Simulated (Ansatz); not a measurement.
**Work function of Li(111): what the settings cost and change**

Aim: the numerical settings behind the work function of Li(111), with the cost of each.

Method: plane-wave DFT, PBE, Ansatz PAW, in Ansatz 0.2.0.

Most raw output is cut from this account.

## (1) The structure

The cell holds 11 atoms: 11 Li. Cell: a = 4.936 Å, b = 4.936 Å, c = 28.075 Å, α = 90.0°, β = 90.0°, γ = 60.0°. Vacuum lies along c.

## (2) Run, setting cutoff 200 eV

A work function rests on the faint tail of the density, so the SCF threshold is tight. The cutoff is raised first; then mesh and smearing are varied at the default cutoff.

input.yaml

```yaml
crystal:
  lattice:
    - [4.9356053327, 0.0, 0.0]
    - [2.4678026663, 4.2743596012, 0.0]
    - [0.0, 0.0, 28.0747621974]
  atoms:
    - { symbol: Li, position: [0.6666666667, 0.6666666667, 0.3205726174] }
    - { symbol: Li, position: [0.0, 0.0, 0.3564580939] }
    - { symbol: Li, position: [0.3333333333, 0.3333333333, 0.3923435704] }
    - { symbol: Li, position: [0.6666666667, 0.6666666667, 0.428229047] }
    - { symbol: Li, position: [0.0, 0.0, 0.4641145235] }
    - { symbol: Li, position: [0.3333333333, 0.3333333333, 0.5] }
    - { symbol: Li, position: [0.6666666667, 0.6666666667, 0.5358854765] }
    - { symbol: Li, position: [0.0, 0.0, 0.571770953] }
    - { symbol: Li, position: [0.3333333333, 0.3333333333, 0.6076564296] }
    - { symbol: Li, position: [0.6666666667, 0.6666666667, 0.6435419061] }
    - { symbol: Li, position: [0.0, 0.0, 0.6794273826] }
kpoints:
  mp_grid: { grid: [10, 10, 1] }
hamiltonian:
  xc: pbe
scf:
  occupations: { method: fermi_dirac, width: 0.1 }
  convergence: { dr2_threshold: 1.0e-09 }
efield:
  axis: 3
  dipole_correction: true
  ramp_position: 0.97
  ramp_width: 0.06
basis:
  ecutwfc: "200 eV"
output:
  write_potential: true
  write_density: true
  volumetric_format: npy
  elf: true
```

On the command line:

```console
ansatz run input.yaml --threads 2 --pin off --max-ram 3072MiB --backend cpu --events-out ev --progress --plain --runs-dir out
```

The job ended after 13 s (2 threads of Arm Neoverse N1, shared host; peak memory 0.39 GiB).

This step gave:

```
energy at zero smearing   : -2247.1772 eV
work function, upper face : 2.900 eV
```

Running mean over 1.007 Å of the planar mean; the ramp of the sawtooth is left out. Table of electron's electrostatic potential energy less the Fermi level by z:

| z (Å) | electron's electrostatic potential energy less the Fermi level (eV) |
| --- | --- |
| 4 | 2.90 |
| 5 | 2.89 |
| 6 | 2.86 |
| 7 | 2.71 |
| 8 | 1.84 |
| 9 | -0.478 |
| 10 | -0.778 |
| 11 | -0.643 |
| 12 | -0.614 |
| 13 | -0.603 |
| 14 | -0.619 |
| 15 | -0.604 |
| 16 | -0.612 |
| 17 | -0.639 |
| 18 | -0.764 |
| 19 | -0.568 |
| 20 | 1.71 |
| 21 | 2.68 |
| 22 | 2.86 |
| 23 | 2.89 |
| 24 | 2.90 |

Valence density in the ca plane at fractional y = 0.000, with atoms of Li within 0.2 Å of it. It is the smooth field of the valence electrons, not physical close to the nuclei.

Values in e/Å³, 7 rows by 16 columns, each cell a mean:
```
0.0 0.3 1.3 0.1 0.3 1.4 0.1 0.3 1.4 0.1 0.2 1.4 0.0 0.0 0.0 0.0
0.0 0.0 0.1 0.1 0.1 0.1 0.1 0.1 0.1 0.1 0.1 0.0 0.0 0.0 0.0 0.0
0.0 0.0 0.1 0.1 0.1 0.1 0.1 0.1 0.1 0.1 0.0 0.0 0.0 0.0 0.0 0.0
0.0 0.0 0.1 0.0 0.1 0.1 0.0 0.1 0.1 0.0 0.0 0.0 0.0 0.0 0.0 0.0
0.0 0.0 0.1 0.1 0.1 0.1 0.1 0.1 0.1 0.1 0.0 0.0 0.0 0.0 0.0 0.0
0.0 0.0 0.1 0.1 0.1 0.1 0.1 0.1 0.1 0.1 0.1 0.1 0.0 0.0 0.0 0.0
0.0 0.7 2.6 0.1 0.6 2.7 0.1 0.6 2.7 0.1 0.4 2.8 0.0 0.0 0.0 0.0
```
Columns run along c (16.0 Å, from fractional 0.29 to 0.86 of the cell), rows up along a (4.9 Å). Atoms in or near the plane, at fractional coordinates: Li at (0.36, 0.00), Li at (0.46, 0.00), Li at (0.57, 0.00), Li at (0.68, 0.00).

ELF in the ca plane at fractional y = 0.000, with atoms of Li within 0.2 Å of it. It is the smooth field of the valence electrons, not physical close to the nuclei.

Ten even steps from '0' (0.00 × 1e-1) to '9' (9.99 × 1e-1), each cell a mean:
```
33202882034207950343049702551289300000000000
34320110255300101454101003664011000100000000
45543223556532124565421235676421212200000000
46666666666655555666654456677765443210000000
46667776555556665555566655666776653200000000
44566775544556655445556555555566543100000000
54456775544456655444556555445566543110000000
45567776555556655555556555566666543200000000
46677666656565555566665556677776553210000000
45655445566544345566543345677643322210000000
44431001355420002465310024665200011100000000
33210551145203520354025402562156100000000000
32104994033118970242079911450399500000000000
```
Columns run along c (16.0 Å, from fractional 0.29 to 0.86 of the cell), rows up along a (4.9 Å). Atoms in or near the plane, at fractional coordinates: Li at (0.36, 0.00), Li at (0.46, 0.00), Li at (0.57, 0.00), Li at (0.68, 0.00).

Electrostatic potential energy in the ca plane at fractional y = 0.000, with atoms of Li within 0.2 Å of it. With pseudopotentials it is smooth inside the atoms' cores, unlike the true potential.

Values in eV, 7 rows by 16 columns, each cell a mean:
```
  1  -8 -16  -1  -7 -16  -1  -7 -16  -1  -7 -18  -2   1   1   2
  1  -1  -1   1   0  -1   1   0  -1   1   0  -2   0   1   2   2
  1   1   1   1   1   1   1   1   1   1   1   1   1   2   2   2
  1   1   1   0   1   1   0   1   1   0   0   1   2   2   2   2
  1   1   1   1   1   1   1   1   1   1   1   1   1   1   2   2
  1  -2  -4   1  -1  -3   1  -1  -3   1  -1  -5   0   1   1   2
  1 -11 -20  -1 -10 -21  -1 -10 -21  -1  -9 -22  -3   1   1   2
```
Columns run along c (16.0 Å, from fractional 0.29 to 0.86 of the cell; values clipped at the 3rd and 97th percentile), rows up along a (4.9 Å). Atoms in or near the plane, at fractional coordinates: Li at (0.36, 0.00), Li at (0.46, 0.00), Li at (0.57, 0.00), Li at (0.68, 0.00).

The work function is 2.900 eV.

## (3) Run

Changes to input.yaml since step 2:

```diff
@@ -30,3 +30,3 @@
 basis:
-  ecutwfc: "200 eV"
+  ecutwfc: "300 eV"
 output:
@@ -35,2 +35 @@
   volumetric_format: npy
-  elf: true
```

Wall time 21 s (2 threads); peak memory 0.51 GiB; 34 s of CPU time.

The work function is 2.887 eV, -0.013 eV from the run “cutoff 200 eV”, at 1.8 times its CPU time.

## (4) Run

Changes to input.yaml since step 3:

```diff
@@ -30,3 +30,3 @@
 basis:
-  ecutwfc: "300 eV"
+  ecutwfc: "420 eV"
 output:
```

The job ended after 35 s (2 threads; peak memory 0.71 GiB).

The work function is 2.887 eV, -0.013 eV from the run “cutoff 200 eV”, at 3.0 times its CPU time.

## (5) Run

Changes to input.yaml since step 4:

```diff
@@ -30,3 +30,3 @@
 basis:
-  ecutwfc: "420 eV"
+  ecutwfc: "600 eV"
 output:
```

The job ended after 61 s (2 threads; peak memory 1 GiB; 99 s of CPU time).

The work function is 2.887 eV, +0.000 eV from the run “cutoff 420 eV”, at 1.8 times its CPU time.

## (6) Run

Changes to input.yaml since step 5:

```diff
@@ -18,3 +18,3 @@
 kpoints:
-  mp_grid: { grid: [10, 10, 1] }
+  mp_grid: { grid: [2, 2, 1] }
 hamiltonian:
@@ -29,4 +29,2 @@
   ramp_width: 0.06
-basis:
-  ecutwfc: "600 eV"
 output:
```

Run time: 6.9 s. Hardware: 2 threads; peak memory 0.54 GiB.

The work function is 2.857 eV, -0.029 eV from the run “cutoff 420 eV”, at 0.13 times its CPU time.

## (7) Run

Changes to input.yaml since step 6:

```diff
@@ -18,3 +18,3 @@
 kpoints:
-  mp_grid: { grid: [2, 2, 1] }
+  mp_grid: { grid: [3, 3, 1] }
 hamiltonian:
```

Run time: 11 s. Hardware: 2 threads; peak memory 0.52 GiB.

The work function is 3.012 eV, +0.125 eV from the run “cutoff 420 eV”, at 0.23 times its CPU time.

## (8) Slab

Changes to input.yaml since step 7:

```diff
@@ -18,3 +18,3 @@
 kpoints:
-  mp_grid: { grid: [3, 3, 1] }
+  mp_grid: { grid: [7, 7, 1] }
 hamiltonian:
```

It took 22 s on 2 threads; peak memory 0.61 GiB.

The work function is 2.893 eV, +0.006 eV from the run “cutoff 420 eV”, at 0.58 times its CPU time.

## (9) Run

Changes to input.yaml since step 8:

```diff
@@ -18,3 +18,3 @@
 kpoints:
-  mp_grid: { grid: [7, 7, 1] }
+  mp_grid: { grid: [15, 15, 1] }
 hamiltonian:
```

The job ended after 65 s (2 threads; peak memory 0.88 GiB).

The work function is 2.887 eV, -0.000 eV from the run “cutoff 420 eV”, at 1.9 times its CPU time.

## (10) Slab

Changes to input.yaml since step 9:

```diff
@@ -18,3 +18,3 @@
 kpoints:
-  mp_grid: { grid: [15, 15, 1] }
+  mp_grid: { grid: [10, 10, 1] }
 hamiltonian:
@@ -22,3 +22,3 @@
 scf:
-  occupations: { method: fermi_dirac, width: 0.1 }
+  occupations: { method: gaussian, width: 0.05 }
   convergence: { dr2_threshold: 1.0e-09 }
```

The job ended after 31 s (2 threads; peak memory 0.72 GiB).

The work function is 2.825 eV, -0.062 eV from the run “cutoff 420 eV”, at 0.93 times its CPU time.

## (11) Slab

Changes to input.yaml since step 10:

```diff
@@ -22,3 +22,3 @@
 scf:
-  occupations: { method: gaussian, width: 0.05 }
+  occupations: { method: methfessel_paxton, width: 0.2 }
   convergence: { dr2_threshold: 1.0e-09 }
```

It took 33 s on 2 threads; peak memory 0.71 GiB.

The work function is 2.834 eV, -0.053 eV from the run “cutoff 420 eV”, at 0.92 times its CPU time.

## (12) Slab

Changes to input.yaml since step 11:

```diff
@@ -22,3 +22,3 @@
 scf:
-  occupations: { method: methfessel_paxton, width: 0.2 }
+  occupations: { method: fermi_dirac, width: 0.3 }
   convergence: { dr2_threshold: 1.0e-09 }
```

The job ended after 39 s (2 threads; peak memory 0.76 GiB).

The work function is 3.057 eV, +0.170 eV from the run “cutoff 420 eV”, at 1.1 times its CPU time.

## (13) Slab

Changes to input.yaml since step 12:

```diff
@@ -22,3 +22,3 @@
 scf:
-  occupations: { method: fermi_dirac, width: 0.3 }
+  occupations: { method: cold, width: 0.1 }
   convergence: { dr2_threshold: 1.0e-09 }
```

Run time: 32 s. Hardware: 2 threads; peak memory 0.71 GiB.

The work function is 2.818 eV, -0.069 eV from the run “cutoff 420 eV”, at 0.96 times its CPU time.

## (14) Comparing the runs

Times are for 2 threads of Arm Neoverse N1, shared host. The series side by side:

| no. | setting | work function, upper face (eV) | time | memory (GiB) |
| --- | --- | --- | --- | --- |
| 1 | cutoff 200 eV | 2.900 | 13 s | 0.39 |
| 2 | cutoff 300 eV | 2.887 | 21 s | 0.51 |
| 3 | cutoff 420 eV | 2.887 | 35 s | 0.71 |
| 4 | cutoff 600 eV | 2.887 | 61 s | 1.0 |
| 5 | mesh 2x2 | 2.857 | 6.9 s | 0.54 |
| 6 | mesh 3x3 | 3.012 | 11 s | 0.52 |
| 7 | mesh 7x7 | 2.893 | 22 s | 0.61 |
| 8 | mesh 15x15 | 2.887 | 65 s | 0.88 |
| 9 | Gaussian smearing 0.05 eV | 2.825 | 31 s | 0.72 |
| 10 | methfessel_paxton smearing 0.2 eV | 2.834 | 33 s | 0.71 |
| 11 | fermi_dirac smearing 0.3 eV | 3.057 | 39 s | 0.76 |
| 12 | cold smearing 0.1 eV | 2.818 | 32 s | 0.71 |

## (15) The same run with other settings

An input spoilt on purpose, to show how the run answers: it repeats the earlier run “cutoff 200 eV” with crystal.atoms[0].spin to 2.0, and scf.max_iter set to 50; its output block differs too.

Changes to input.yaml since step 13:

```diff
@@ -6,3 +6,3 @@
   atoms:
-    - { symbol: Li, position: [0.6666666667, 0.6666666667, 0.3205726174] }
+    - { symbol: Li, position: [0.6666666667, 0.6666666667, 0.3205726174], spin: 2.0 }
     - { symbol: Li, position: [0.0, 0.0, 0.3564580939] }
@@ -22,4 +22,5 @@
 scf:
-  occupations: { method: cold, width: 0.1 }
+  occupations: { method: fermi_dirac, width: 0.1 }
   convergence: { dr2_threshold: 1.0e-09 }
+  max_iter: 50
 efield:
@@ -29,2 +30,4 @@
   ramp_width: 0.06
+basis:
+  ecutwfc: "200 eV"
 output:
```

Run time: 0.02 s. Hardware: 2 threads; peak memory 0.08 GiB.

The input was rejected at the start.

The program's message: “Error: inconsistent input (magnetization.spin_polarized): false but per-atom `spin:`, `per_species`, `initial_magnetization`, `magnetic_field`, or `spin_locking` is set”

The fault put into the input: a moment without spin polarisation.

## (16) Results

| Property | Result |
| --- | --- |
| work function, cutoff 420 eV | 2.887 eV |
| work function, cutoff 600 eV | 2.887 eV |
| work function, fermi_dirac smearing 0.3 eV | 3.057 eV |
| work function, cold smearing 0.1 eV | 2.818 eV |

What this shows: The run at the highest cutoff gives 2.89 eV, and the settings tried spread the value from 2.82 to 3.06 eV. Against 600 eV, a cutoff of 200 eV is off by +0.013 eV. Against 600 eV, a cutoff of 420 eV is off by -0.000 eV. Against the finest mesh, 15 points along a, the coarser ones are off by -0.03 (2), +0.13 (3) and +0.01 (7) eV. The smearing schemes and widths spread it over 0.24 eV. The ladder's slabs use the tabulated experimental lattice constant (two decimals; a low-temperature value for the alkali metals).

[Logs are printed without paths, hosts, clocks, repeated set-up lines and the standing remarks that a program may print on its own settings, such as how far it seeks lower states.]

[Hosts, paths, dates, database ids (printed as entryN), source tags and the programs' standing remarks are cut or masked in the printed files.]

[Maps of the electrostatic potential energy from Ansatz leave out the sawtooth potential of an applied field or a dipole correction, so their vacuum need not be flat; planar profiles and work functions include it.]
